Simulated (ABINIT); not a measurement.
# InH (P6_3/mmc): phonons by linear response, part 4 of 5

How does InH (P6_3/mmc) vibrate, and is this structure a minimum?

ABINIT 10.8.3; DFT LDA, scalar-relativistic, plane waves, HGH norm-conserving pseudopotentials.

So far. Step 7 (Linear response at Γ): The acoustic modes at Γ come out as far as 1.4 cm⁻¹ from zero, where they should vanish, a small numerical error. The lowest optical mode is imaginary, 776i cm⁻¹, an instability at this level and on this k mesh. Step 8 (Modes with the sum rule): The rule also moves an optical mode by 0.3 cm⁻¹. The relaxed cell has a = 3.571, c = 5.651 Å (conventional setting).

The structure was built from a prototype and need not be the compound's stable phase.

### 9. Sum rules set otherwise (asr 0)

Without the rule the raw error of the acoustic modes shows.

anaddb.abi

```
ddb_filepath "gamma_DDB"
output_file "anaddb.abo"
outdata_prefix "anaddb"
asr 0
chneut 0
enunit 2
eivec 1
nph1l 1
qph1l 0.0 0.0 0.0 1.0
```

mrgddb.in

```
gamma_DDB
merged
2
dfpt_gammao_DDB
gso_DDB
```

Launch:

```console
mrgddb < mrgddb.in > mrgddb.log
OMP_NUM_THREADS=1 anaddb anaddb.abi > anaddb.log
```

Numbers of over 12 decimals in the logs are rounded to 6 here.

anaddb.abo, the main output file:

```text
-outvars_anaddb: echo values of input variables ----------------------

 Miscellaneous information :
      enunit         2
       eivec         1
      chneut         0
 First list of wavevector (reduced coord.) :
       nph1l         1
       qph1l
                     0.00000000E+00  0.00000000E+00  0.00000000E+00    1.000E+00

================================================================================

 read the DDB information and perform some checks

  ==== Info on the Cryst% object ====
 Real(R)+Recip(G) space primitive vectors, cartesian coordinates (Bohr,Bohr^-1):
 R(1)=  6.7488361  0.0000045  0.0000000  G(1)=  0.1481736  0.0855482  0.0000000
 R(2)= -3.3744220  5.8446612  0.0000000  G(2)= -0.0000001  0.1710962  0.0000000
 R(3)=  0.0000000  0.0000000 10.6780762  G(3)=  0.0000000  0.0000000  0.0936498
 Unit cell volume ucvol=  4.2119325E+02 bohr^3
 Angles (23,13,12)=  9.00000000E+01  9.00000000E+01  1.20000000E+02 degrees
 Time-reversal symmetry is present
 Reduced atomic positions [iatom, xred, symbol]:
    1)    0.3333333  0.6666667  0.2500000  In
    2)    0.6666667  0.3333333  0.7500000  In
    3)    0.6666667  0.3333333  0.2500000   H
    4)    0.3333333  0.6666667  0.7500000   H

 DDB file with 3 blocks has been read.

================================================================================

 Treat the first list of vectors

  Phonon wavevector (reduced coordinates) :  0.00000  0.00000  0.00000
 Phonon energies in Hartree :
  -3.535786E-03 -1.164675E-03 -4.005297E-04 -4.005297E-04  7.387886E-07
   7.387960E-07  6.437888E-06  3.970426E-04  2.185857E-03  2.185857E-03
   2.528123E-03  2.528123E-03
 Phonon energies in meV     :
- -9.621364E+01 -3.169243E+01 -1.089897E+01 -1.089897E+01  2.010346E-02
-  2.010366E-02  1.751839E-01  1.080408E+01  5.948019E+01  5.948019E+01
-  6.879374E+01  6.879374E+01
 Phonon frequencies in cm-1    :
- -7.760153E+02 -2.556167E+02 -8.790611E+01 -8.790611E+01  1.621454E-01
-  1.621470E-01  1.412953E+00  8.714078E+01  4.797401E+02  4.797401E+02
-  5.548590E+02  5.548590E+02
 Phonon frequencies in Thz     :
- -2.326435E+01 -7.663195E+00 -2.635359E+00 -2.635359E+00  4.860996E-03
-  4.861044E-03  4.235927E-02  2.612415E+00  1.438225E+01  1.438225E+01
-  1.663425E+01  1.663425E+01
 Phonon energies in Kelvin  :
- -1.116513E+03 -3.677754E+02 -1.264773E+02 -1.264773E+02  2.332910E-01
-  2.332933E-01  2.032924E+00  1.253761E+02  6.902390E+02  6.902390E+02
-  7.983182E+02  7.983182E+02

 Eigendisplacements
 (will be given, for each mode : in cartesian coordinates
   for each atom the real part of the displacement vector,
   then the imaginary part of the displacement vector - absolute values smaller than 1.0d-7 are set to zero)
  Mode number    1   Energy   -3.535786E-03
 Attention : low frequency mode.
   (Could be unstable or acoustic mode)
;  1  0.00000000E+00  0.00000000E+00  1.20458553E-04
;     0.00000000E+00  0.00000000E+00  0.00000000E+00
;  2  0.00000000E+00  0.00000000E+00 -1.20458553E-04
;     0.00000000E+00  0.00000000E+00  0.00000000E+00
;  3  0.00000000E+00  0.00000000E+00 -1.64461638E-02
;     0.00000000E+00  0.00000000E+00  0.00000000E+00
;  4  0.00000000E+00  0.00000000E+00  1.64461638E-02
;     0.00000000E+00  0.00000000E+00  0.00000000E+00
  Mode number    2   Energy   -1.164675E-03
 Attention : low frequency mode.
   (Could be unstable or acoustic mode)
;  1  0.00000000E+00  0.00000000E+00  1.44558594E-04
;     0.00000000E+00  0.00000000E+00  0.00000000E+00
;  2  0.00000000E+00  0.00000000E+00  1.44558594E-04
;     0.00000000E+00  0.00000000E+00  0.00000000E+00
;  3  0.00000000E+00  0.00000000E+00 -1.64240292E-02
;     0.00000000E+00  0.00000000E+00  0.00000000E+00
;  4  0.00000000E+00  0.00000000E+00 -1.64240292E-02
;     0.00000000E+00  0.00000000E+00  0.00000000E+00
  Mode number    3   Energy   -4.005297E-04
 Attention : low frequency mode.
   (Could be unstable or acoustic mode)
-  1  2.20000109E-04  1.49170458E-03  0.00000000E+00
-     0.00000000E+00  0.00000000E+00  0.00000000E+00
-  2 -2.20000109E-04 -1.49170458E-03  0.00000000E+00
-     0.00000000E+00  0.00000000E+00  0.00000000E+00
-  3  5.28747444E-04  3.58515723E-03  0.00000000E+00
-     0.00000000E+00  0.00000000E+00  0.00000000E+00
-  4 -5.28747444E-04 -3.58515723E-03  0.00000000E+00
-     0.00000000E+00  0.00000000E+00  0.00000000E+00
  Mode number    4   Energy   -4.005297E-04
 Attention : low frequency mode.
   (Could be unstable or acoustic mode)
-  1  1.49170458E-03 -2.20000109E-04  0.00000000E+00
-     0.00000000E+00  0.00000000E+00  0.00000000E+00
-  2 -1.49170458E-03  2.20000109E-04  0.00000000E+00
-     0.00000000E+00  0.00000000E+00  0.00000000E+00
-  3  3.58515723E-03 -5.28747444E-04  0.00000000E+00
-     0.00000000E+00  0.00000000E+00  0.00000000E+00
-  4 -3.58515723E-03  5.28747444E-04  0.00000000E+00
-     0.00000000E+00  0.00000000E+00  0.00000000E+00
  Mode number    5   Energy    7.387886E-07
 Attention : low frequency mode.
   (Could be unstable or acoustic mode)
-  1  0.00000000E+00 -1.53885736E-03  0.00000000E+00
-     0.00000000E+00  0.00000000E+00  0.00000000E+00
-  2  0.00000000E+00 -1.53885736E-03  0.00000000E+00
-     0.00000000E+00  0.00000000E+00  0.00000000E+00
-  3  0.00000000E+00 -1.53882454E-03  0.00000000E+00
-     0.00000000E+00  0.00000000E+00  0.00000000E+00
-  4  0.00000000E+00 -1.53882454E-03  0.00000000E+00
-     0.00000000E+00  0.00000000E+00  0.00000000E+00
  Mode number    6   Energy    7.387960E-07
 Attention : low frequency mode.
   (Could be unstable or acoustic mode)
-  1  1.53885736E-03  0.00000000E+00  0.00000000E+00
-     0.00000000E+00  0.00000000E+00  0.00000000E+00
-  2  1.53885736E-03  0.00000000E+00  0.00000000E+00
-     0.00000000E+00  0.00000000E+00  0.00000000E+00
-  3  1.53882454E-03  0.00000000E+00  0.00000000E+00
-     0.00000000E+00  0.00000000E+00  0.00000000E+00
-  4  1.53882454E-03  0.00000000E+00  0.00000000E+00
-     0.00000000E+00  0.00000000E+00  0.00000000E+00
  Mode number    7   Energy    6.437888E-06
 Attention : low frequency mode.
   (Could be unstable or acoustic mode)
;  1  0.00000000E+00  0.00000000E+00  1.53882161E-03
;     0.00000000E+00  0.00000000E+00  0.00000000E+00
;  2  0.00000000E+00  0.00000000E+00  1.53882161E-03
;     0.00000000E+00  0.00000000E+00  0.00000000E+00
;  3  0.00000000E+00  0.00000000E+00  1.54289136E-03
;     0.00000000E+00  0.00000000E+00  0.00000000E+00
;  4  0.00000000E+00  0.00000000E+00  1.54289136E-03
;     0.00000000E+00  0.00000000E+00  0.00000000E+00
  Mode number    8   Energy    3.970426E-04
;  1  0.00000000E+00  0.00000000E+00  1.54089548E-03
;     0.00000000E+00  0.00000000E+00  0.00000000E+00
;  2  0.00000000E+00  0.00000000E+00 -1.54089548E-03
;     0.00000000E+00  0.00000000E+00  0.00000000E+00
;  3  0.00000000E+00  0.00000000E+00  1.28566870E-03
;     0.00000000E+00  0.00000000E+00  0.00000000E+00
;  4  0.00000000E+00  0.00000000E+00 -1.28566870E-03
;     0.00000000E+00  0.00000000E+00  0.00000000E+00
  Mode number    9   Energy    2.185857E-03
-  1  7.37646757E-05 -3.31429212E-04  0.00000000E+00
-     0.00000000E+00  0.00000000E+00  0.00000000E+00
-  2 -7.37646757E-05  3.31429212E-04  0.00000000E+00
-     0.00000000E+00  0.00000000E+00  0.00000000E+00
-  3 -3.49627765E-03  1.57089899E-02  0.00000000E+00
-     0.00000000E+00  0.00000000E+00  0.00000000E+00
-  4  3.49627765E-03 -1.57089899E-02  0.00000000E+00
-     0.00000000E+00  0.00000000E+00  0.00000000E+00
  Mode number   10   Energy    2.185857E-03
-  1  3.31429212E-04  7.37646757E-05  0.00000000E+00
-     0.00000000E+00  0.00000000E+00  0.00000000E+00
-  2 -3.31429212E-04 -7.37646757E-05  0.00000000E+00
-     0.00000000E+00  0.00000000E+00  0.00000000E+00
-  3 -1.57089899E-02 -3.49627765E-03  0.00000000E+00
-     0.00000000E+00  0.00000000E+00  0.00000000E+00
-  4  1.57089899E-02  3.49627765E-03  0.00000000E+00
-     0.00000000E+00  0.00000000E+00  0.00000000E+00
  Mode number   11   Energy    2.528123E-03
-  1  3.18975193E-05 -1.40604827E-04  0.00000000E+00
-     0.00000000E+00  0.00000000E+00  0.00000000E+00
-  2  3.18975193E-05 -1.40604827E-04  0.00000000E+00
-     0.00000000E+00  0.00000000E+00  0.00000000E+00
-  3 -3.63369968E-03  1.60174122E-02  0.00000000E+00
-     0.00000000E+00  0.00000000E+00  0.00000000E+00
-  4 -3.63369968E-03  1.60174122E-02  0.00000000E+00
-     0.00000000E+00  0.00000000E+00  0.00000000E+00
  Mode number   12   Energy    2.528123E-03
-  1  1.40604827E-04  3.18975193E-05  0.00000000E+00
-     0.00000000E+00  0.00000000E+00  0.00000000E+00
-  2  1.40604827E-04  3.18975193E-05  0.00000000E+00
-     0.00000000E+00  0.00000000E+00  0.00000000E+00
-  3 -1.60174122E-02 -3.63369968E-03  0.00000000E+00
-     0.00000000E+00  0.00000000E+00  0.00000000E+00
-  4 -1.60174122E-02 -3.63369968E-03  0.00000000E+00
-     0.00000000E+00  0.00000000E+00  0.00000000E+00

 Analysis of degeneracies and characters (maximum tolerance=1.00E-06 a.u.)
 For each vibration mode, or group of modes if degenerate,
 the characters are given for each symmetry operation (see the list in the log file).
 Symmetry characters of vibration mode #   1
  1.0  1.0 -1.0 -1.0 -1.0 -1.0  1.0  1.0  1.0  1.0 -1.0 -1.0 -1.0 -1.0  1.0  1.0
  1.0  1.0 -1.0 -1.0 -1.0 -1.0  1.0  1.0
 Symmetry characters of vibration mode #   2
  1.0 -1.0  1.0 -1.0  1.0 -1.0  1.0 -1.0  1.0 -1.0  1.0 -1.0  1.0 -1.0  1.0 -1.0
  1.0 -1.0  1.0 -1.0  1.0 -1.0  1.0 -1.0
 Symmetry characters of vibration mode #   3
        degenerate with vibration mode #   4
  2.0  2.0  0.0 -0.0 -1.0 -1.0  0.0  0.0 -1.0 -1.0 -0.0 -0.0  2.0  2.0 -0.0  0.0
 -1.0 -1.0  0.0  0.0 -1.0 -1.0 -0.0 -0.0
 Symmetry characters of vibration mode #   5
        degenerate with vibration mode #   6
  2.0 -2.0 -0.0  0.0  1.0 -1.0 -0.0  0.0 -1.0  1.0 -0.0  0.0 -2.0  2.0  0.0 -0.0
 -1.0  1.0  0.0 -0.0  1.0 -1.0  0.0 -0.0
 Symmetry characters of vibration mode #   7
  1.0 -1.0  1.0 -1.0  1.0 -1.0  1.0 -1.0  1.0 -1.0  1.0 -1.0  1.0 -1.0  1.0 -1.0
  1.0 -1.0  1.0 -1.0  1.0 -1.0  1.0 -1.0
 Symmetry characters of vibration mode #   8
  1.0  1.0 -1.0 -1.0 -1.0 -1.0  1.0  1.0  1.0  1.0 -1.0 -1.0 -1.0 -1.0  1.0  1.0
  1.0  1.0 -1.0 -1.0 -1.0 -1.0  1.0  1.0
 Symmetry characters of vibration mode #   9
        degenerate with vibration mode #  10
  2.0  2.0 -0.0 -0.0 -1.0 -1.0  0.0  0.0 -1.0 -1.0  0.0  0.0  2.0  2.0 -0.0 -0.0
 -1.0 -1.0  0.0  0.0 -1.0 -1.0  0.0  0.0
 Symmetry characters of vibration mode #  11
        degenerate with vibration mode #  12
  2.0 -2.0  0.0 -0.0  1.0 -1.0  0.0  0.0 -1.0  1.0 -0.0  0.0 -2.0  2.0 -0.0  0.0
 -1.0  1.0  0.0  0.0  1.0 -1.0  0.0 -0.0
-
```

Wall time 0.8 s (1 thread of Intel Xeon at 2.70GHz, shared host).

Read from the output:

```yaml
lowest_optical_zone_centre_mode: -776.0 cm⁻¹
```

Zone-centre frequencies as printed; negative means imaginary. Modes:

```csv
mode,frequency (cm⁻¹)
1,-776
2,-255.6
3,-87.91
4,-87.91
5,0.16
6,0.16
7,1.41
8,87.14
9,479.7
10,479.7
11,554.9
12,554.9
```

### 10. Linear response on the mesh

Linear response treats each wavevector in the unit cell, with no supercell; the 3×3×2 mesh fixes the range of the force constants to be had.

dfpt_q.abi

```
ndtset 5

# wavevectors
qpt1 0.3333333333 0.0 0.0
qpt2 0.3333333333 0.3333333333 0.0
qpt3 0.0 0.0 0.5
qpt4 0.3333333333 0.0 0.5
qpt5 0.3333333333 0.3333333333 0.5

# displacements
getwfk_filepath "gso_WFK"
getwfq_filepath "gso_WFK"
kptopt 3
nqpt 1
rfphon 1
rfatpol 1 4
rfdir 1 1 1
tolvrs 1.0d-10
prtwf 0

# basis, mesh and filling
ecut 35.0
ixc 7
ngkpt 9 9 6
nshiftk 1
shiftk 0.0 0.0 0.0
istwfk *1
occopt 7
tsmear 0.01
nband 9
nstep 100
diemac 1000000.0
prtebands 0
prtgsr 0
useylm 1

# cell and atoms
acell 6.748836064 6.748836064 10.67807623
rprim 
    1.0 6.7099e-07 0.0
    -0.5000005811 0.8660250683 0.0
    0.0 0.0 1.0
ntypat 2
znucl 49 1
natom 4
typat 1 1 2 2
xred 
    1/3 2/3 0.25
    2/3 1/3 0.75
    2/3 1/3 0.25
    1/3 2/3 0.75
pp_dirpath "./pseudo"
pseudos "In.hgh, H.hgh"
```

Launch:

```console
OMP_NUM_THREADS=1 mpirun -n 4 abinit dfpt_q.abi > dfpt_q.log
```

dfpt_q.abo, the main output file:

```text
[banners, grids, parts of the stress and lines that vanish by symmetry left out]
- input  file    -> dfpt_q.abi
- output file    -> dfpt_q.abo
- root for input  files -> dfpt_qi
[...]
DATASET    1 : space group P6_3/m m c (#194); Bravais hP (primitive hexag.)
[...]
nfft =       77760          nkpt =         486
[...]
DATASET    2 : space group P6_3/m m c (#194); Bravais hP (primitive hexag.)
[...]
nfft =       77760          nkpt =         486
[...]
DATASET    3 : space group P6_3/m m c (#194); Bravais hP (primitive hexag.)
[...]
nfft =       77760          nkpt =         486
[...]
DATASET    4 : space group P6_3/m m c (#194); Bravais hP (primitive hexag.)
[...]
nfft =       77760          nkpt =         486
[...]
DATASET    5 : space group P6_3/m m c (#194); Bravais hP (primitive hexag.)
[...]
nfft =       77760          nkpt =         486
[...]
== DATASET  1 ==================================================================
[...]
cutoff_energies: {ecut:  35.0, pawecutdg:  -1.0, }
[...]
Exchange-correlation functional for the present dataset will be:
  LDA: Perdew-Wang 92 LSD fit to Ceperley-Alder data - ixc=7
[...]
Perturbation : displacement of atom   1   along direction   1
[...]
-ETOT  1   315.76867862751      2.807E+02 1.219E+01 5.962E+06
 ETOT  2   4.734772     -3.110E+02 1.916E+01 2.019E+04
 ETOT  3   1.944230     -2.791E+00 4.201E-01 9.364E+03
 ETOT  4   1.409337     -5.349E-01 4.948E+00 2.753E+01
 ETOT  5   1.405269     -4.068E-03 7.476E-02 4.355E-01
[...]
At SCF step   12       vres2   =  1.14E-12 < tolvrs=  1.00E-10 =>converged.
[...]
Perturbation : displacement of atom   1   along direction   2
[...]
-ETOT  1   1.645512     -2.330E+01 5.463E+00 4.050E+03
[...]
At SCF step    9       vres2   =  9.39E-12 < tolvrs=  1.00E-10 =>converged.
[...]
Perturbation : displacement of atom   1   along direction   3
[...]
-ETOT  1   27.742414610285     -4.167E+01 6.491E-01 1.735E+05
[...]
At SCF step   10       vres2   =  4.44E-11 < tolvrs=  1.00E-10 =>converged.
[...]
Perturbation : displacement of atom   3   along direction   1
[...]
-ETOT  1   47.756440934740      6.517E-02 3.312E+00 8.763E+05
[...]
At SCF step   11       vres2   =  1.44E-11 < tolvrs=  1.00E-10 =>converged.
[...]
Perturbation : displacement of atom   3   along direction   2
[...]
-ETOT  1   2.509205     -4.405E+01 6.052E-01 8.574E+03
[...]
Perturbation : displacement of atom   3   along direction   3
[...]
-ETOT  1   11.062316701928     -1.015E+02 9.095E-01 7.185E+04
[...]
Phonon wavevector (reduced coordinates) :  0.33333  0.00000  0.00000
 Phonon energies in Hartree :
[...]
Phonon frequencies in cm-1    :
- -5.417231E+02 -5.249803E+02 -2.240144E+02 -1.614763E+02 -1.045272E+02
- -1.828400E+01  1.866461E+01  8.407679E+01  9.192895E+01  1.685083E+02
-  4.348638E+02  4.921253E+02
[...]
== DATASET  2 ==================================================================
[...]
cutoff_energies: {ecut:  35.0, pawecutdg:  -1.0, }
[...]
Exchange-correlation functional for the present dataset will be:
  LDA: Perdew-Wang 92 LSD fit to Ceperley-Alder data - ixc=7
[...]
-  1.00000   1.00000     10605                znucl, zion, pspdat
[...]
Perturbation : displacement of atom   1   along direction   1
[...]
-ETOT  1   23.598173112334     -8.666E+00 3.287E+00 1.389E+05
[...]
Perturbation : displacement of atom   1   along direction   3
[...]
-ETOT  1   27.855440191509     -3.882E+01 3.467E-01 1.825E+05
[...]
Perturbation : displacement of atom   3   along direction   1
[...]
-ETOT  1   7.471679     -3.990E+01 6.171E-01 4.830E+04
[...]
At SCF step   10       vres2   =  1.35E-12 < tolvrs=  1.00E-10 =>converged.
[...]
Perturbation : displacement of atom   3   along direction   3
[...]
-ETOT  1   7.865885     -1.044E+02 5.368E-01 5.446E+04
[...]
ETOT  8  -1.133059     -8.882E-12 2.473E-08 5.180E-09
 ETOT  9  -1.133059     -8.370E-12 4.418E-08 4.728E-11
 At SCF step    9       vres2   =  4.73E-11 < tolvrs=  1.00E-10 =>converged.
[...]
Phonon wavevector (reduced coordinates) :  0.33333  0.33333  0.50000
 Phonon energies in Hartree :
[...]
Phonon frequencies in cm-1    :
- -6.559513E+02 -6.559513E+02 -3.850565E+02 -3.850565E+02 -1.277087E+02
- -1.277087E+02 -3.384075E+01 -3.384075E+01  1.019249E+02  1.019249E+02
-  2.732962E+02  2.732962E+02
[...]
strten3     0.0000000000E+00  0.0000000000E+00  0.0000000000E+00
           
================================================================================
```

Wall time 49 min (4 MPI ranks); 3.3 h of CPU time.

This step gave:

```
lowest mode on the q mesh (acoustic ones at the zone centre apart) : -776.1 cm⁻¹
```

Frequencies (cm⁻¹) before the sum rule at the irreducible wavevectors but Γ, which is solved apart; negative means imaginary. Frequencies by wavevector:

```csv
q (fractions),star,mode 1,mode 2,mode 3,mode 4,mode 10,mode 11,mode 12
0.3333 0 0,6,-541.7,-525,-224,-161.5,168.5,434.9,492.1
0.3333 0.3333 0,2,-567.8,-567.8,-317.4,-317.4,100.7,176.1,320.5
0 0 0.5,1,-377.9,-377.9,-39.2,-39.2,549.9,549.9,549.9
0.3333 0 0.5,6,-504.7,-504.7,-236.8,-236.8,126.5,461.1,461.1
0.3333 0.3333 0.5,2,-656,-656,-385.1,-385.1,101.9,273.3,273.3
```

(Part 4 of 5 ends here.)

[Host names and launcher messages were left out of these logs when they were recorded.]

[Logs are printed without paths, hosts, clocks, repeated set-up lines and the standing remarks that a program may print on its own settings, such as how far it seeks lower states.]

[Hosts, paths, dates, database ids (printed as entryN), source tags and the programs' standing remarks are cut or masked in the printed files.]
